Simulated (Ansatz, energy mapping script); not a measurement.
# Spin model of SrCoO2 in a distorted infinite layer structure from collinear orders, part 3 of 3

Aim: the exchange couplings of SrCoO2 in a distorted infinite layer structure from the energies of a few collinear orders, and the ordering temperature that they give.

PBE with U = 0.7 eV on Co d, ortho-atomic projectors; plane waves, U on orthogonalised atomic orbitals unless named otherwise, collinear spin, no spin–orbit coupling.

So far. Step 8 (Order 5: parallel, cell C of 8 atoms): The run ends ferromagnetic. For each magnetic atom its energy differs from the parallel run of the first cell by -2.45 meV, an error that one common reference would have brought in. Step 9 (Run 6 (compensated +−; cell C, 8 atoms)): The run ends antiferromagnetic, 52.60 meV a magnetic atom above the parallel order of its cell, a difference that unlike orbital or electronic states can set, not exchange alone.

### Step 10. Order 7: parallel, cell D of 8 atoms

A new cell needs its own zero of energy.

This run holds the same structure in another cell (a 5.212 → 3.937 Å, b 5.212 → 3.937 Å, c 5.212 → 6.830 Å, α 98.1 → 90.0°, β 114.7 → 90.0°, γ 116.1 → 91.1°).

File input.yaml:

```yaml
crystal:
  lattice:
    - [3.937063853, 0.037176496, 0.0]
    - [-0.037176496, -3.937063853, 0.0]
    - [0.0, 0.0, -6.830402088]
  atoms:
    - { symbol: Sr, position: [0.5, 0.5, 0.25] }
    - { symbol: Sr, position: [0.5, 0.5, 0.75] }
    - { symbol: Co, position: [0.0, 0.0, 0.5], spin: 3.0 }
    - { symbol: Co, position: [0.0, 0.0, 0.0], spin: 3.0 }
    - { symbol: O, position: [0.5, 0.0, 0.5] }
    - { symbol: O, position: [0.5, 0.0, 0.0] }
    - { symbol: O, position: [0.0, 0.5, 0.5] }
    - { symbol: O, position: [0.0, 0.5, 0.0] }
magnetization:
  spin_polarized: true
kpoints:
  mp_grid: { grid: [10, 10, 6] }
hamiltonian:
  xc: pbe
  hubbard:
    sites:
      - { species: Co, l: d, u_eff: 0.7 }
      - { site: 2, l: d, u_eff: 0.7, starting_ns: [{ spin: up, occupation_matrix: co2_major }, { spin: down, occupation_matrix: co2_minor }] }
      - { site: 3, l: d, u_eff: 0.7, starting_ns: [{ spin: up, occupation_matrix: co2_major }, { spin: down, occupation_matrix: co2_minor }] }
    projectors: ortho-atomic
    occupation_matrices:
      co2_major:
        matrix:
          - [0.937, 0.0, 0.0, 0.0, 0.004]
          - [0.0, 0.995, 0.001, 0.0, 0.0]
          - [0.0, 0.001, 0.995, 0.0, 0.0]
          - [0.0, 0.0, 0.0, 0.831, 0.0]
          - [0.004, 0.0, 0.0, 0.0, 0.997]
      co2_minor:
        matrix:
          - [0.781, 0.0, 0.0, 0.0, -0.159]
          - [0.0, 0.606, -0.234, 0.0, 0.0]
          - [0.0, -0.234, 0.606, 0.0, 0.0]
          - [0.0, 0.0, 0.0, 0.28, 0.0]
          - [-0.159, 0.0, 0.0, 0.0, 0.513]
scf:
  occupations: { method: fermi_dirac, width: 0.05 }
output:
  eigenvalues: true
```

The run is started by

```
ansatz run input.yaml --threads 4 --pin off --max-ram 8192MiB --backend cpu --events-out ev --progress --plain --runs-dir out
```

Numbers of over 12 decimals in the logs are rounded to 6 here.

The program printed:

```text
[...]
Crystal: 8 atoms, lattice volume = 105.865 Å³
Basis set: ecut = 420 eV, 2095 PW (Γ)
Bands: 51, of which v1, the nominal top of the filled ones, is band 39 counted from 1 (38 counted from 0)
Symmetry: 16 space group operations
[...]
k-points: 124 of 600
[...]
Starting moments: Σ|m| = 6 μB on 2 of 8 sites
[...]
k-point 0 ↑: bands = [... 35 lower, 8.5295, 8.5678, 8.5784, 8.6141, 8.7769, 8.9470, 9.0871, 12.3770, ... 8 higher]
  k-point 1 ↑: bands = [... 35 lower, 8.4888, 8.5726, 8.5781, 8.6384, 8.7421, 8.9217, 9.0423, 12.5027, ... 8 higher]
  k-point 2 ↑: bands = [... 35 lower, 8.5144, 8.5746, 8.5772, 8.6562, 8.6994, 8.8581, 8.9169, 12.8489, ... 8 higher]
  k-point 123 ↓: bands = [... 35 lower, 11.2280, 11.5734, 11.5734, 11.9100, 11.9100, 14.0936, 14.0936, 14.6004, ... 8 higher]
Occupation matrices written to <dir>
[key lines of the parts left out:]
SCF converged after 20 iterations
Magnetization: 4.5346 μB (41.2673 up, 36.7327 down)
Free energy (F): -19613.856013 eV
Fermi energy:    11.045395 eV
```

The job ended after 42 s (4 threads of Arm Neoverse V1, shared host; peak memory 1.2 GiB).

The run ends ferromagnetic. For each magnetic atom its energy differs from the parallel run of the first cell by 2.06 meV, an error that one common reference would have brought in.

### Step 11. Compensated +− start in cell D (8 atoms)

This order reverses 2 of the 2 neighbours at 3.42 Å and 0 of the 4 neighbours at 3.94 Å, counted for an average magnetic atom.

Edit input.yaml of step 10 so:

```diff
@@ -9,3 +9,3 @@
     - { symbol: Co, position: [0.0, 0.0, 0.5], spin: 3.0 }
-    - { symbol: Co, position: [0.0, 0.0, 0.0], spin: 3.0 }
+    - { symbol: Co, position: [0.0, 0.0, 0.0], spin: -3.0 }
     - { symbol: O, position: [0.5, 0.0, 0.5] }
@@ -24,3 +24,3 @@
       - { site: 2, l: d, u_eff: 0.7, starting_ns: [{ spin: up, occupation_matrix: co2_major }, { spin: down, occupation_matrix: co2_minor }] }
-      - { site: 3, l: d, u_eff: 0.7, starting_ns: [{ spin: up, occupation_matrix: co2_major }, { spin: down, occupation_matrix: co2_minor }] }
+      - { site: 3, l: d, u_eff: 0.7, starting_ns: [{ spin: up, occupation_matrix: co2_minor }, { spin: down, occupation_matrix: co2_major }] }
     projectors: ortho-atomic
```

The program printed:

```text
[...]
Crystal: 8 atoms, lattice volume = 105.865 Å³
Basis set: ecut = 420 eV, 2095 PW (Γ)
Bands: 51, of which v1, the nominal top of the filled ones, is band 39 counted from 1 (38 counted from 0)
Symmetry: 8 space group operations
[...]
k-points: 124 of 600
[...]
Starting moments: Σ|m| = 6 μB on 2 of 8 sites
[...]
k-point 1 ↑: bands = [... 35 lower, 8.8626, 9.0355, 9.8035, 10.0917, 10.3253, 10.7830, 11.4229, 12.8640, ... 8 higher]
  k-point 2 ↑: bands = [... 35 lower, 8.7875, 8.9788, 9.7722, 10.0959, 10.3228, 10.7855, 11.4236, 13.1145, ... 8 higher]
  k-point 123 ↓: bands = [... 35 lower, 9.6519, 9.9514, 11.3256, 11.5670, 11.9175, 12.7552, 13.7823, 14.1106, ... 8 higher]
Occupation matrices written to <dir>
[key lines of the parts left out:]
SCF converged after 26 iterations
Magnetization: 0.0000 μB (39.0000 up, 39.0000 down)
Free energy (F): -19613.825353 eV
Fermi energy:    11.048022 eV
```

Run time: 29 s. Hardware: 4 threads; peak memory 1.2 GiB; 1.9 min of CPU time.

The run ends antiferromagnetic, 14.97 meV a magnetic atom above the parallel order of its cell, a difference that unlike orbital or electronic states can set, not exchange alone (energies taken at zero occupation width, not the printed F).

### Step 12. Mapping onto a Heisenberg model

Each energy difference is a sum of couplings weighted by the pairs that the order reverses. A few near shells are fitted to the differences by least squares. Energies are those extrapolated to zero occupation width, not the free energies F.

The orders side by side; each is measured from the parallel order in the same cell and on the same mesh:

| order | atoms | energy (meV a magnetic atom) | moments (μB) | moments kept as typed | opposed neighbours at 3.42, 3.94 Å |
| --- | --- | --- | --- | --- | --- |
| parallel in cell A | 8 | 0.00 | 1.93 | yes | 0, 0 |
| compensated +− in cell A | 8 | 109.63 | 1.99 | yes | 2, 2 |
| parallel in cell B | 8 | 0.00 | 1.92 | yes | 0, 0 |
| compensated +− in cell B | 8 | 91.33 | 1.98 | yes | 0, 2 |
| parallel in cell C | 8 | 0.00 | 1.95 | yes | 0, 0 |
| compensated +− in cell C | 8 | 52.60 | 2.21 | yes | 2, 4 |
| parallel in cell D | 8 | 0.00 | 1.92 | yes | 0, 0 |
| compensated +− in cell D | 8 | 14.97 | 1.89 | yes | 2, 0 |

Fitted to E = −Σ J e·e over ordered pairs of unit vectors (J > 0 favours parallel moments):

| pair | distance (Å) | neighbours | J (meV) |
| --- | --- | --- | --- |
| Co–Co | 3.42 | 2 | 4.02 |
| Co–Co | 3.94 | 4 | 10.7 |

### Step 13. What came out

| Item | Value |
| --- | --- |
| couplings | not to be trusted |

What this shows: Between the runs the occupations of the corrected shell change by more than 0.2 electrons in one orbital, or the parallel runs differ in their moments. Whether a run was caught in another orbital state or the shell answers to the reversal itself, the energy differences hold more than the exchange of fixed moments, so a Heisenberg reading is in doubt. The cell was built from a prototype and relaxed; a distortion that needs a larger cell, or another structure that the compound may prefer, is not captured.

[Logs and program files are shortened in this print: banners, set-up blocks, solver, clock and traceback lines can be left out without a mark of their own.]

[Logs are printed without paths, hosts, clocks, repeated set-up lines and the standing remarks that a program may print on its own settings, such as how far it seeks lower states.]

[Hosts, paths, dates, database ids (printed as entryN), source tags and the programs' standing remarks are cut or masked in the printed files.]

[Where a cell is said to come from a database of computed structures, the database is the Materials Project.]
